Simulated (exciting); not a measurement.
# Core excitons at the La L₃ edge of CsLaS2, part 2 of 3

Wanted: the near-edge spectrum and the bound core excitons at the La L₃ edge of CsLaS2.

exciting sodium; X-ray absorption, core-level Bethe-Salpeter equation, exchange and statically screened direct term, Tamm-Dancoff, all-electron LAPW+lo LDA.

So far. Step 3 (A richer basis for the empty states): Against the first ground state the total energy moves by -10 meV an atom and the gap by 0.00 eV.

**4. Screening, kernels and BSE for La atom 1**

The absorber has 6 S at 2.93 Å (octahedral, site symmetry -3m).

Contents of input.xml:

```
<input>
  <title>CsLaS2</title>
  <structure speciespath="." autormt="false" epslat="1.0e-5">
    <crystal>
      <basevect>4.0931101409 2.3631582417 15.3080037591</basevect>
      <basevect>-4.0931101409 2.3631582417 15.3080037591</basevect>
      <basevect>0.0000000000 -4.7263164834 15.3080037591</basevect>
    </crystal>
    <species speciesfile="La.xml" rmt="2.464">
      <atom coord="0.5000000000 0.5000000000 0.5000000000"/>
    </species>
    <species speciesfile="Cs.xml" rmt="2.464">
      <atom coord="0.0000000000 0.0000000000 0.0000000000"/>
    </species>
    <species speciesfile="S.xml" rmt="2.300">
      <atom coord="0.7709144900 0.7709144900 0.7709144900"/>
      <atom coord="0.2290855100 0.2290855100 0.2290855100"/>
    </species>
  </structure>
  <groundstate do="skip" xctype="LDA_PW" ngridk="3 3 3" rgkmax="7" gmaxvr="14" nempty="8" swidth="0.001" maxscl="100" epsengy="1e-5"/>
  <xs xstype="BSE" ngridk="2 2 2" ngridq="2 2 2" vkloff="0.097 0.273 0.493" rgkmax="7" nempty="72" gqmax="3" lmaxapwwf="5" lmaxemat="3" broad="0.06284" tevout="true">
    <energywindow intv="197.632 199.249" points="439"/>
    <screening screentype="full" nempty="103"/>
    <BSE xas="true" xasspecies="1" xasatom="1" xasedge="L3" bsetype="singlet" nstlxas="1 68"/>
    <qpointset>
      <qpoint>0 0 0</qpoint>
    </qpointset>
    <plan>
      <doonly task="xsgeneigvec"/>
      <doonly task="writepmatxs"/>
      <doonly task="scrgeneigvec"/>
      <doonly task="scrwritepmat"/>
      <doonly task="screen"/>
      <doonly task="scrcoulint"/>
    </plan>
  </xs>
</input>
```

Contents of input.xml for the exchange start (cutoff and plan only):

```
  gqmax="2"
  <plan>
    <doonly task="exccoulint"/>
  </plan>
```

Contents of input.xml for the last start (plan only):

```
  <plan>
    <doonly task="bse"/>
  </plan>
```

On the command line:

```bash
$ OMP_NUM_THREADS=1 mpirun -n 4 exciting
$ OMP_NUM_THREADS=1 mpirun -n 4 exciting
$ OMP_NUM_THREADS=4 exciting
```

Numbers of over 12 decimals in the logs are rounded to 6 here.

What it wrote:

```text
| EXCITING SODIUM started for task xsgeneigvec ( 301)                          =
One-shot GS runs for BSE calculations
One-shot GS runs for k+qmt/2 grids
Info(xsgeneigvec): Generating eigenvectors for Q-point      1
Info(xsgeneigvec): Generation of eigenvectors finished
| EXCITING SODIUM started for task writepmatxs ( 320)                          =
Info(writepmatxs): Momentum matrix elements finished
| EXCITING SODIUM started for task scrgeneigvec ( 401)                         =
One-shot GS runs for BSE calculations
One-shot GS runs for k+qmt/2 grids
Info(xsgeneigvec): Generating eigenvectors for Q-point      1
Using screening GS parameters.
Info(xsgeneigvec): Generation of eigenvectors finished
| EXCITING SODIUM started for task scrwritepmat ( 420)                         =
Info(writepmatxs): Momentum matrix elements finished
Info(scrwritepmat): Momentum matrix elements for screening finished
| EXCITING SODIUM started for task screen ( 430)                               =
Info(screenlauncher): Calculating screening for unshifted q-grid.
Info(screenlauncher): Number of q points:       4
Info(screenlauncher): lowest (partially)  unoccupied state:     22
Info(screenlauncher): highest (partially) occupied state  :     21
Info(screenlauncher): number of occupied states considered:   21
Info(screenlauncher): number of unoccupied states considered:  104
Info(screenlauncher): Starting loop over q-points
Info(screenlauncher): Screening for unshifted q-grid finished
Info(screenlauncher): Screening finished
| EXCITING SODIUM started for task scrcoulint ( 440)                           =
Info(scrcoulintlauncher): Setting up screened Coulomb interaction matrix W.
Info(scrcoulintlauncher): Using momentum transfer vectors from list :   1 to  1
Info(scrcoulintlauncher): Calculating screened Coulomb interaction matrix W
Info(scrcoulintlauncher): Momentum transfer list index: iqmt=  1
Info(scrcoulintlauncher): Momentum transfer: vqmtl=   0.000   0.000   0.000
Info(scrcoulintlauncher): Calculating RR block of W
Info(scrcoulint): Inspecting occupations...
Info(setranges_modxs): Number of non-reduced k-points:        8
Info(setranges_modxs): Number of states considered:       94
Info(setranges_modxs): Number of (partially) occupied states:       46
Info(setranges_modxs): Highest (partially) occupied states:       21
Info(setranges_modxs): Number of (partially) unoccupied states:       73
Info(setranges_modxs): Lowest (partially) unoccupied states:       22
Info(scrcoulint): Selecting transitions...
Info(select_transitions): Inspecting transitions in the  band interval:
  lowest occupied state:   7
  highest occupied state:  10
  lowest unoccupied state:  22
  highest unoccupied state:  89
  Opening gap with a scissor of:      0.000/H      0.000/eV
Info(select_transitions): Number of participating transitions:    2176
Info(scrcoulint): Size of file SCCLI will be about     0.039688 GB
Info(scrcoulint): Using q-grid
Info(scrcoulint): Number of reduced q-points:      4
Info(scrcoulint): Number of non-reduced q-points:      8
Info(scrcoulint): Calculating W(G1,G2,qr) fourier coefficients
Info(scrcoulint): Calculating W matrix elements
Info(scrcoulintlauncher): Screened coulomb interaction finished for iqmt=   1
| EXCITING SODIUM started for task exccoulint ( 441)                           =
Info(exccoulintlauncher): Setting up exchange interaction matrix V.
Info(exccoulintlauncher): Using momentum transfer vectors from list :   1 to  1
Info(exccoulintlauncher):Calculating exchange interaction matrix V
Info(exccoulintlauncher): Momentum transfer list index: iqmt=  1
Info(exccoulintlauncher): Momentum transfer: vqmtl=   0.000   0.000   0.000
Info(exccoulintlauncher): Calculating RR block of V
Info(exccoulint): Inspecting occupations...
Info(setranges_modxs): Number of non-reduced k-points:        8
Info(setranges_modxs): Number of states considered:       94
Info(setranges_modxs): Number of (partially) occupied states:       46
Info(setranges_modxs): Highest (partially) occupied states:       21
Info(setranges_modxs): Number of (partially) unoccupied states:       73
Info(setranges_modxs): Lowest (partially) unoccupied states:       22
Info(exccoulint): Selecting transitions...
Info(select_transitions): Inspecting transitions in the  band interval:
  lowest occupied state:   7
  highest occupied state:  10
  lowest unoccupied state:  22
  highest unoccupied state:  89
  Opening gap with a scissor of:      0.000/H      0.000/eV
Info(select_transitions): Number of participating transitions:    2176
Info(exccoulint): Size of file EXCLI will be about     0.039688 GB
Info(exccoulint): Generating plane wave matrix elements for momentum transfer iqmt=   1
  Timing (in seconds)	   :     735.456
Info(exccoulint): Generating V matrix elements
Info(exccoulint): Zeroing Coulomb potential at G+qmt index:  1
Info(exccoulintlauncher): Exchange interaction finished for iqmt=   1
| EXCITING SODIUM started for task bse ( 445)                                  =
Info(bselauncher): Init time:    3.269615
Info(bselauncher): Setting up and diagonalizing BSE Hamiltonian.
Info(bselauncher): Using momentum transfer vectors from list :   1 to  1
Info(bselauncher): Distributing qmt-points over   1 processes.
Info(bselauncher): BSE type: singlet
Info(bselauncher): Momentum transfer list index: iqmt=  1
Info(bselauncher): Momentum transfer: vqmtl=   0.000   0.000   0.000
Info(bse): Inspecting occupations...
Info(setranges_modxs): Number of non-reduced k-points:        8
Info(setranges_modxs): Number of states considered:       94
Info(setranges_modxs): Number of (partially) occupied states:       46
Info(setranges_modxs): Highest (partially) occupied states:       21
Info(setranges_modxs): Number of (partially) unoccupied states:       73
Info(setranges_modxs): Lowest (partially) unoccupied states:       22
Info(select_transitions): Inspecting transitions in the  band interval:
  lowest occupied state:   7
  highest occupied state:  10
  lowest unoccupied state:  22
  highest unoccupied state:  89
  Opening gap with a scissor of:      0.000/H      0.000/eV
Info(select_transitions): Number of participating transitions:    2176
Info(bse): Selecting transitions...
Info(bse):bsegap (eV):  5389.937013
Info(bse): Assembling BSE matrix
  RR/RA blocks of global BSE-Hamiltonian:
  Size of the Hamiltonian:    2176
  Number of k-points:       8
  Distributing matrix to   1 processes
  Local matrix shape   2176 x  2176
Info(bse): max local RAM needed for BSE matrices ~     0.070557 GB
Info(setup_bse_block): Setting up RR part of hamiltonian
Info(setup_bse_block): Singlet spin state
Info(bse): Diagonalizing RR Hamiltonian (TDA)
Info(bse): Invoking Lapack routine ZHEEVR
      2176 eigen solutions found in the interval:
         i1=       1 i2=    2176
Info(bse): Writing excition energies and oscillator strengths to text file.
Info(makespectrum_dist): Making spectrum using formula for coupling with time reversed AR basis.
Info(makespectrum_dist): Using formalism for vanishing momentum transfer.
Info(writederived): Writing quantities derived from the macroscopic dielectric function.
Info(bselauncher): Spectrum finished for iqmt=  1
Info(bselauncher): All done for BSE type singlet
```

The job ended after 35 min (4 MPI ranks of Intel Xeon at 2.50GHz (Skylake/Cascade Lake), shared host).

Wall time by task: xsgeneigvec 17 s, writepmatxs 15 s, scrgeneigvec 9.2 s, scrwritepmat 10 s, screen 6.6 min, scrcoulint 14 min, exccoulint 12 min, bse 16 s.

The La L₃ spectrum of La atom 1 (energy from the Kohn–Sham onset, core level to the lowest empty state found on the meshes used, 5389.85 eV; the ground-state mesh sets it, and the shifted mesh has its lowest transition 0.09 eV above it; Im ε scaled to the maximum of the singlet run; cut below the end of the band set):

```
E (eV)  isotropic  ε ⊥ c  ε ∥ c
 -12.0       0.03   0.03   0.03
 -11.5       0.03   0.03   0.03
 -11.0       0.04   0.04   0.04
 -10.5       0.04   0.04   0.04
 -10.0       0.04   0.04   0.04
  -9.5       0.05   0.04   0.05
  -9.0       0.05   0.05   0.05
  -8.5       0.05   0.05   0.06
  -8.0       0.06   0.06   0.06
  -7.5       0.07   0.07   0.07
  -7.0       0.08   0.08   0.08
  -6.5       0.09   0.09   0.09
  -6.0       0.10   0.10   0.10
  -5.5       0.11   0.11   0.12
  -5.0       0.13   0.13   0.14
  -4.5       0.16   0.16   0.16
  -4.0       0.19   0.19   0.20
  -3.5       0.23   0.23   0.24
  -3.0       0.29   0.29   0.30
  -2.5       0.37   0.37   0.39
  -2.0       0.48   0.47   0.50
  -1.5       0.61   0.60   0.63
  -1.0       0.74   0.73   0.75
  -0.5       0.84   0.84   0.84
   0.0       0.92   0.92   0.90
   0.5       0.97   0.99   0.94
   1.0       1.00   1.01   0.97
   1.5       0.98   0.99   0.97
   2.0       0.92   0.92   0.93
   2.5       0.83   0.83   0.84
   3.0       0.73   0.73   0.73
   3.5       0.64   0.65   0.64
   4.0       0.58   0.58   0.57
   4.5       0.52   0.53   0.51
   5.0       0.48   0.48   0.47
   5.5       0.45   0.45   0.45
   6.0       0.43   0.43   0.43
   6.5       0.42   0.42   0.42
   7.0       0.42   0.42   0.41
   7.5       0.41   0.41   0.40
   8.0       0.40   0.40   0.40
   8.5       0.39   0.39   0.39
   9.0       0.38   0.38   0.38
   9.5       0.37   0.37   0.37
  10.0       0.36   0.36   0.36
  10.5       0.35   0.35   0.34
  11.0       0.33   0.33   0.33
  11.5       0.32   0.32   0.31
  12.0       0.31   0.31   0.30
  12.5       0.30   0.30   0.30
  13.0       0.30   0.30   0.30
  13.5       0.30   0.30   0.30
  14.0       0.31   0.31   0.31
  14.5       0.31   0.31   0.31
  15.0       0.32   0.32   0.32
  15.5       0.32   0.32   0.33
  16.0       0.32   0.31   0.33
  16.5       0.31   0.30   0.32
  17.0       0.29   0.29   0.31
  17.5       0.28   0.28   0.30
  18.0       0.27   0.27   0.28
  18.5       0.26   0.26   0.27
  19.0       0.25   0.25   0.25
  19.5       0.24   0.25   0.24
  20.0       0.24   0.24   0.23
  20.5       0.24   0.24   0.22
  21.0       0.23   0.24   0.22
  21.5       0.23   0.24   0.21
  22.0       0.23   0.24   0.21
```

Maxima (height): 1.1 eV (1.00) and 15.4 eV (0.32).

The Hamiltonian has 2176 rows. The lowest groups of eigenvalues and the brightest ones, on the scale above (the program counts from the shifted mesh's onset, 0.09 eV higher). Core spinors bring spin-forbidden partners, so dark means forbidden by spin or by symmetry, and the shifted mesh splits states that symmetry would keep together:

```
energy (eV)  states within 10 meV  relative strength
    -10.999                     4               dark
    -10.977                     4             1.0e-4
    -10.963                     4               dark
    -10.927                     4               dark
    -10.828                     4               dark
    -10.792                     4             1.5e-4
     -1.021                     4               0.95
     -0.966                     4               1.00
     -0.799                     4               0.90
     -0.255                     4               0.50
      0.706                     4               0.48
      0.952                     4               0.44
      1.749                     8               0.60
```

**5. Independent particles**

Edit input.xml of step 4 so:

```diff
@@ -23,3 +23,3 @@
     <screening screentype="full" nempty="103"/>
-    <BSE xas="true" xasspecies="1" xasatom="1" xasedge="L3" bsetype="singlet" nstlxas="1 68"/>
+    <BSE xas="true" xasspecies="1" xasatom="1" xasedge="L3" bsetype="IP" nstlxas="1 68"/>
     <qpointset>
@@ -28,8 +28,3 @@
     <plan>
-      <doonly task="xsgeneigvec"/>
-      <doonly task="writepmatxs"/>
-      <doonly task="scrgeneigvec"/>
-      <doonly task="scrwritepmat"/>
-      <doonly task="screen"/>
-      <doonly task="scrcoulint"/>
+      <doonly task="bse"/>
     </plan>
```

On the command line:

```bash
$ OMP_NUM_THREADS=4 exciting
```

What it wrote:

```text
| EXCITING SODIUM started for task bse ( 445)                                  =
Info(bselauncher): Init time:    3.208996
Info(bselauncher): Setting up and diagonalizing BSE Hamiltonian.
Info(bselauncher): Using momentum transfer vectors from list :   1 to  1
Info(bselauncher): Distributing qmt-points over   1 processes.
Info(bselauncher): BSE type: IP
Info(bselauncher): Momentum transfer list index: iqmt=  1
Info(bselauncher): Momentum transfer: vqmtl=   0.000   0.000   0.000
Info(bse): Inspecting occupations...
Info(setranges_modxs): Number of non-reduced k-points:        8
[...]
highest unoccupied state:  89
  Opening gap with a scissor of:      0.000/H      0.000/eV
Info(select_transitions): Number of participating transitions:    2176
Info(bse): Selecting transitions...
Info(bse):bsegap (eV):  5389.937013
Info(bse): IP requested, nothing much to do
Info(bse): Writing excition energies and oscillator strengths to text file.
Info(makespectrum_dist): Making spectrum using formula for coupling with time reversed AR basis.
Info(makespectrum_dist): Using formalism for vanishing momentum transfer.
Info(writederived): Writing quantities derived from the macroscopic dielectric function.
Info(bselauncher): Spectrum finished for iqmt=  1
Info(bselauncher): All done for BSE type IP
```

Run time: 4.5 s. Hardware: 4 threads.

Maxima (height): 3.2 eV (0.86) and 16.9 eV (0.37). Against the singlet run the r.m.s. difference is 41 %. Moving the earlier curve by +2.4 eV leaves 11 %. The highest maximum lies at 3.2 eV (0.86), against 1.1 eV (1.00).

**6. Exchange alone**

Edit input.xml of step 5 so:

```diff
@@ -23,3 +23,3 @@
     <screening screentype="full" nempty="103"/>
-    <BSE xas="true" xasspecies="1" xasatom="1" xasedge="L3" bsetype="IP" nstlxas="1 68"/>
+    <BSE xas="true" xasspecies="1" xasatom="1" xasedge="L3" bsetype="RPA" nstlxas="1 68"/>
     <qpointset>
```

On the command line:

```bash
$ OMP_NUM_THREADS=4 exciting
```

What it wrote:

```text
| EXCITING SODIUM started for task bse ( 445)                                  =
Info(bselauncher): Init time:    3.356467
Info(bselauncher): Setting up and diagonalizing BSE Hamiltonian.
Info(bselauncher): Using momentum transfer vectors from list :   1 to  1
Info(bselauncher): Distributing qmt-points over   1 processes.
Info(bselauncher): BSE type: RPA
Info(bselauncher): Momentum transfer list index: iqmt=  1
Info(bselauncher): Momentum transfer: vqmtl=   0.000   0.000   0.000
Info(bse): Inspecting occupations...
Info(setranges_modxs): Number of non-reduced k-points:        8
[...]
Info(setup_bse_block): Setting up RR part of hamiltonian
Info(setup_bse_block): Using RPA approximation
Info(bse): Diagonalizing RR Hamiltonian (TDA)
Info(bse): Invoking Lapack routine ZHEEVR
      2176 eigen solutions found in the interval:
         i1=       1 i2=    2176
Info(bse): Writing excition energies and oscillator strengths to text file.
Info(makespectrum_dist): Making spectrum using formula for coupling with time reversed AR basis.
Info(makespectrum_dist): Using formalism for vanishing momentum transfer.
Info(writederived): Writing quantities derived from the macroscopic dielectric function.
Info(bselauncher): Spectrum finished for iqmt=  1
Info(bselauncher): All done for BSE type RPA
```

Wall time 16 s (4 threads).

Maxima (height): 3.2 eV (0.86) and 16.9 eV (0.37). The spectrum is that of the independent-particle run within 1 %.

**7. A changed run**

In this try the input is made faulty on purpose, to show what that does.

Edit input.xml of step 6 so:

```diff
@@ -22,4 +22,4 @@
     <energywindow intv="197.632 199.249" points="439"/>
-    <screening screentype="full" nempty="103"/>
-    <BSE xas="true" xasspecies="1" xasatom="1" xasedge="L3" bsetype="RPA" nstlxas="1 68"/>
+    <screening screentype="full" nempty="8"/>
+    <BSE xas="true" xasspecies="1" xasatom="1" xasedge="L3" bsetype="singlet" nstlxas="1 68"/>
     <qpointset>
@@ -28,3 +28,6 @@
     <plan>
-      <doonly task="bse"/>
+      <doonly task="scrgeneigvec"/>
+      <doonly task="scrwritepmat"/>
+      <doonly task="screen"/>
+      <doonly task="scrcoulint"/>
     </plan>
```

Contents of input.xml for the last start (plan only):

```
  <plan>
    <doonly task="bse"/>
  </plan>
```

On the command line:

```bash
$ OMP_NUM_THREADS=1 mpirun -n 4 exciting
$ OMP_NUM_THREADS=4 exciting
```

What it wrote:

```text
| EXCITING SODIUM started for task scrgeneigvec ( 401)                         =
One-shot GS runs for BSE calculations
One-shot GS runs for k+qmt/2 grids
Info(xsgeneigvec): Generating eigenvectors for Q-point      1
Using screening GS parameters.
Info(xsgeneigvec): Generation of eigenvectors finished
| EXCITING SODIUM started for task scrwritepmat ( 420)                         =
Info(writepmatxs): Momentum matrix elements finished
Info(scrwritepmat): Momentum matrix elements for screening finished
| EXCITING SODIUM started for task screen ( 430)                               =
[...]
Info(setup_bse_block): Setting up RR part of hamiltonian
Info(setup_bse_block): Singlet spin state
Info(bse): Diagonalizing RR Hamiltonian (TDA)
Info(bse): Invoking Lapack routine ZHEEVR
      2176 eigen solutions found in the interval:
         i1=       1 i2=    2176
Info(bse): Writing excition energies and oscillator strengths to text file.
Info(makespectrum_dist): Making spectrum using formula for coupling with time reversed AR basis.
Info(makespectrum_dist): Using formalism for vanishing momentum transfer.
Info(writederived): Writing quantities derived from the macroscopic dielectric function.
Info(bselauncher): Spectrum finished for iqmt=  1
Info(bselauncher): All done for BSE type singlet
```

Elapsed: 16 min, on 4 MPI ranks.

Wall time by task: scrgeneigvec 16 s, scrwritepmat 10 s, screen 56 s, scrcoulint 15 min, bse 16 s.

The input has a fault: far too few empty states in the screening. The spectrum differs from the singlet run by 39 % r.m.s. Moving the earlier curve by -1.9 eV leaves 9 %. The highest maximum lies at -0.7 eV (1.08), against 1.1 eV (1.00). The first bright state moves from -1.02 to -2.29 eV. Too few states underscreen, so the attraction is too strong.

```
E (eV)  first run  this run
 -12.0       0.03      0.04
 -11.0       0.04      0.05
 -10.0       0.04      0.06
  -9.0       0.05      0.07
  -8.0       0.06      0.10
  -7.0       0.08      0.13
  -6.0       0.10      0.18
  -5.0       0.13      0.27
  -4.0       0.19      0.44
  -3.0       0.29      0.74
  -2.0       0.48      1.00
  -1.0       0.74      1.07
   0.0       0.92      1.04
   1.0       1.00      0.82
   2.0       0.92      0.60
   3.0       0.73      0.47
   4.0       0.58      0.41
   5.0       0.48      0.37
   6.0       0.43      0.36
   7.0       0.42      0.35
   8.0       0.40      0.33
   9.0       0.38      0.32
  10.0       0.36      0.30
  11.0       0.33      0.27
  12.0       0.31      0.26
  13.0       0.30      0.27
  14.0       0.31      0.28
  15.0       0.32      0.28
  16.0       0.32      0.26
  17.0       0.29      0.24
  18.0       0.27      0.22
  19.0       0.25      0.21
  20.0       0.24      0.20
  21.0       0.23      0.20
  22.0       0.23      0.18
```

[end of part 2 of 3]

[Banner, clock and machine lines of the logs are left out without a mark of their own.]

[Logs are printed without paths, hosts, clocks, repeated set-up lines and the standing remarks that a program may print on its own settings, such as how far it seeks lower states.]

[Hosts, paths, dates, database ids (printed as entryN), source tags and the programs' standing remarks are cut or masked in the printed files.]
